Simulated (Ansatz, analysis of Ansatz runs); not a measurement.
# How often does O try the jump in AlBO3 (R-3c)?, part 2 of 2

Aim: the prefactor of a hop in AlBO3 (R-3c) (V_O hop (2.4 Å), charge 0) from the modes of the moving atom at the start and at the top of a path found beforehand. Model: a cell of 80 host atoms with 1 O taken out.

Ansatz 0.2.0; plane-wave PAW DFT, PBEsol; finite-difference force constants of the moving atom alone.

So far. Step 2 (Vibrations of the moving atom at the start point): The three modes are 405, 541 and 756 cm⁻¹: all real, a minimum for this atom with the others held.

### 3. Vibrations of the moving atom at the top of the path

The same at the top, where the mode along the path should be imaginary.

The input, q0.top.modes/input.yaml:

```yaml
crystal:
  lattice:
    - [4.47530425, 2.58381811, 9.15826506]
    - [-4.47530425, 2.58381811, 9.15826506]
    - [0.0, -5.16763623, 9.15826506]
  atoms:
    - { symbol: Al, position: [-0.00217677, 0.00131458, 0.00071752] }
    - { symbol: Al, position: [0.24958485, 0.2486903, 0.2537059] }
[... 18 atom lines left out ...]
    - { symbol: Al, position: [0.00724192, 0.49006033, 0.01158476] }
[... 4 atom lines left out ...]
    - { symbol: O, position: [0.46761432, 0.78053767, 0.12569308] }
[... 1 atom line left out ...]
    - { symbol: O, position: [0.37663428, 0.52965894, 0.22136448] }
[... 13 atom lines left out ...]
    - { symbol: Al, position: [0.74917848, 0.25444041, 0.24854352] }
[... 2 atom lines left out ...]
    - { symbol: O, position: [0.97543392, 0.27189638, 0.13003701] }
    - { symbol: O, position: [0.71855394, 0.37568058, 0.02794936] }
[... 15 atom lines left out ...]
    - { symbol: B, position: [0.62489891, 0.67949466, 0.03646678] }
[... 3 atom lines left out ...]
    - { symbol: O, position: [0.71984807, 0.87332515, 0.03052087] }
    - { symbol: O, position: [0.88177622, 0.52571786, 0.2294595] }
[... 2 atom lines left out ...]
    - { symbol: Al, position: [0.49995041, 0.50139512, 0.49946008] }
    - { symbol: Al, position: [0.74515062, 0.75874114, 0.73447478] }
[... 7 atom lines left out ...]
    - { symbol: O, position: [0.78408861, 0.58050017, 1.03112727] }
  symmetry: { detect: false }
basis:
  ecutwfc: 420
  xc_grid: 2
hamiltonian:
  xc: pbesol
kpoints:
  mp_grid: { grid: [1, 1, 1], shift: [0.25, 0.25, 0.25] }
scf:
  occupations: { method: fixed }
  max_iter: 150
phonons:
  supercell: [1, 1, 1]
  displaced_sites: [78]
  amplitude: 0.02
```

Launch:

```console
$ ansatz run input.yaml --threads 4 --pin off --max-ram 14131MiB --backend cpu --events-out ev --progress --plain --runs-dir out
```

What it wrote:

```text
[...]
Crystal: 79 atoms, lattice volume = 635.403 Å³
Basis set: ecut = 420 eV, 12439 PW (Γ), exchange–correlation on 144×144×144 points (8 copies of the dense FFT grid, shifted against one another)
Bands: 268, of which v1, the nominal top of the filled ones, is band 189 counted from 1 (188 counted from 0)
Symmetry: 1 space group operations
k-points: 1
[...]
SCF iter   1: F=—  HF=-37287.201115 eV  |F-HF|=—  |Δ(HF+E_count)|=         —  Δρ=1.79e-2  dr2=3.51e0  ethr=1.77e-3  ⟨swp⟩=5.0  Hψ=914  notcnv=0  defer=76
[...]
SCF iter  13: F=-37286.313858 eV  HF=-37286.313858 eV  |F-HF|=0.00e0  |Δ(HF+E_count)|=  5.31e-10  Δρ=1.42e-7  dr2=1.08e-10  ethr=1.00e-12  ⟨swp⟩=23.0  Hψ=2047  notcnv=0
SCF 1 converged in 13 iterations: F = -37286.313858 eV  dr2 = 1.08e-10
[...]
SCF iter  10: F=-37286.302271 eV  HF=-37286.302271 eV  |F-HF|=5.09e-11  |Δ(HF+E_count)|=  2.91e-11  Δρ=1.12e-7  dr2=5.57e-11  ethr=1.00e-12  ⟨swp⟩=4.0  Hψ=774  notcnv=0
SCF 2 converged in 10 iterations: F = -37286.302271 eV  dr2 = 5.57e-11
[...]
SCF iter   8: F=-37286.302279 eV  HF=-37286.302279 eV  |F-HF|=7.28e-12  |Δ(HF+E_count)|=    0.00e0  Δρ=5.86e-8  dr2=1.70e-11  ethr=1.00e-12  ⟨swp⟩=4.0  Hψ=651  notcnv=0
SCF 3 converged in 8 iterations: F = -37286.302279 eV  dr2 = 1.70e-11
[...]
SCF iter  10: F=-37286.314169 eV  HF=-37286.314169 eV  |F-HF|=2.18e-11  |Δ(HF+E_count)|=  7.28e-12  Δρ=1.00e-7  dr2=4.92e-11  ethr=1.00e-12  ⟨swp⟩=5.0  Hψ=780  notcnv=0
SCF 4 converged in 10 iterations: F = -37286.314169 eV  dr2 = 4.92e-11
[...]
SCF iter   7: F=-37286.313983 eV  HF=-37286.313983 eV  |F-HF|=1.46e-11  |Δ(HF+E_count)|=  3.64e-10  Δρ=1.31e-7  dr2=8.23e-11  ethr=1.00e-12  ⟨swp⟩=3.0  Hψ=1006  notcnv=0
SCF 5 converged in 7 iterations: F = -37286.313983 eV  dr2 = 8.23e-11
[...]
SCF iter  10: F=-37286.311550 eV  HF=-37286.311550 eV  |F-HF|=7.28e-12  |Δ(HF+E_count)|=  7.28e-12  Δρ=8.44e-8  dr2=3.51e-11  ethr=1.00e-12  ⟨swp⟩=4.0  Hψ=781  notcnv=0
SCF 6 converged in 10 iterations: F = -37286.311550 eV  dr2 = 3.51e-11
[...]
SCF iter   7: F=-37286.310151 eV  HF=-37286.310151 eV  |F-HF|=1.46e-11  |Δ(HF+E_count)|=  1.31e-10  Δρ=1.01e-7  dr2=4.47e-11  ethr=1.00e-12  ⟨swp⟩=3.0  Hψ=811  notcnv=0
SCF 7 converged in 7 iterations: F = -37286.310151 eV  dr2 = 4.47e-11
SCF converged after 13 iterations
Free energy (F): -37286.313858 eV
[...]
Internal energy: -37286.313858 eV  (E = F + TS)
E sigma→0 (E₀):  -37286.313858 eV
Fermi energy:    10.780386 eV
[...]
--- Forces (eV/Å), atoms counted from 1 ---
  atom   1  Al    -0.00075355    -0.00225810     0.00242253
  atom   2  Al     0.00195721     0.00150100    -0.00113087
  [... 18 atoms left out ...]
  atom  21  Al     0.00469865     0.01292494    -0.02098625
  [... 4 atoms left out ...]
  atom  26  O     -0.02873619     0.00936999     0.00589514
  [... 1 atom left out ...]
  atom  28  O     -0.00344512     0.00177338     0.00632146
  [... 13 atoms left out ...]
  atom  42  Al     0.00999726     0.00334058    -0.00843306
  [... 2 atoms left out ...]
  atom  45  O     -0.00471473     0.00001929    -0.00179601
  atom  46  O     -0.00368498    -0.00736473     0.00337874
  [... 15 atoms left out ...]
  atom  62  B      0.03814227    -0.01826849    -0.02943295
  [... 4 atoms left out ...]
  atom  67  O      0.00671002    -0.00261180     0.00442311
  [... 2 atoms left out ...]
  atom  70  Al    -0.00387276    -0.00508432     0.00497589
  [... 8 atoms left out ...]
  atom  79  O     -0.01479141     0.00585825     0.03700509
  max |Σ_I F_I| component: 4.01e-6 eV/Å
--- Band table (eV) ---
[...]
transpose residual: 3.6e-2 eV/Å²
[...]
frequencies among the named sites at Γ of the cell (cm⁻¹): -236.28 290.88 1092.32
  unstable modes among the named sites: 1
  frequencies as built, with no sum rule (cm⁻¹): -236.28 290.88 1092.32
  zero-point energy: 0.085748 eV/cell   skipped modes (ω ≤ 0): 1, of them read as no rigid motion or as one in doubt: 1 (1.000e0 modes/cell left out, lowest -236.28 cm⁻¹)
[...]
```

It took 31 s on 4 threads of Intel Xeon Platinum 8559C (Emerald Rapids), shared host; peak memory 1.4 GiB; 1.9 min of CPU time.

Read from the output:

```
free energy                : -37286.3139 eV
frequencies of moving atom : -236.3, 290.9, 1092 cm⁻¹ (negative: imaginary)
```

The three modes are 236i, 291 and 1092 cm⁻¹: one imaginary, a saddle of first order for this atom with the others held.

### 4. Attempt frequency and hop rate

Analysis of the runs above: harmonic transition-state theory from the moving atom's modes alone (Vineyard), PBEsol.

It gives:

| Quantity | Value |
| --- | --- |
| attempt frequency | 15.61 THz |

Hop rate against temperature:

```csv
temperature (K),hop rate (1/s)
200,2.6e-92
300,2.2e-57
400,6.4e-40
600,1.9e-22
800,1.0e-13
1000,1.7e-8
```

### 5. Outcome

```
attempt frequency (attempt frequency and hop rate) : 15.6 THz
```

The attempt frequency, the product of the three frequencies at the start over that of the two real ones at the top (Vineyard), is 15.6 THz. With the barrier of 4.16 eV it gives 1.9e-22 hops a second at 600 K along this one path; equivalent neighbouring sites multiply that. The host's atoms were held, though they move along the path too, so the prefactor is rough. Keep in mind: one k-point off the zone centre stands for the whole zone; periodic copies of the defect are only 9.0 Å apart.

[Long decimals in the printed logs are rounded to 6 places.]

[Repeated set-up lines and some long k-point lines are left out of the logs, and relaxed atomic positions are cut to six decimals.]

[Logs are printed without paths, hosts, clocks, repeated set-up lines and the standing remarks that a program may print on its own settings, such as how far it seeks lower states.]

[Hosts, paths, dates, database ids (printed as entryN), source tags and the programs' standing remarks are cut or masked in the printed files.]
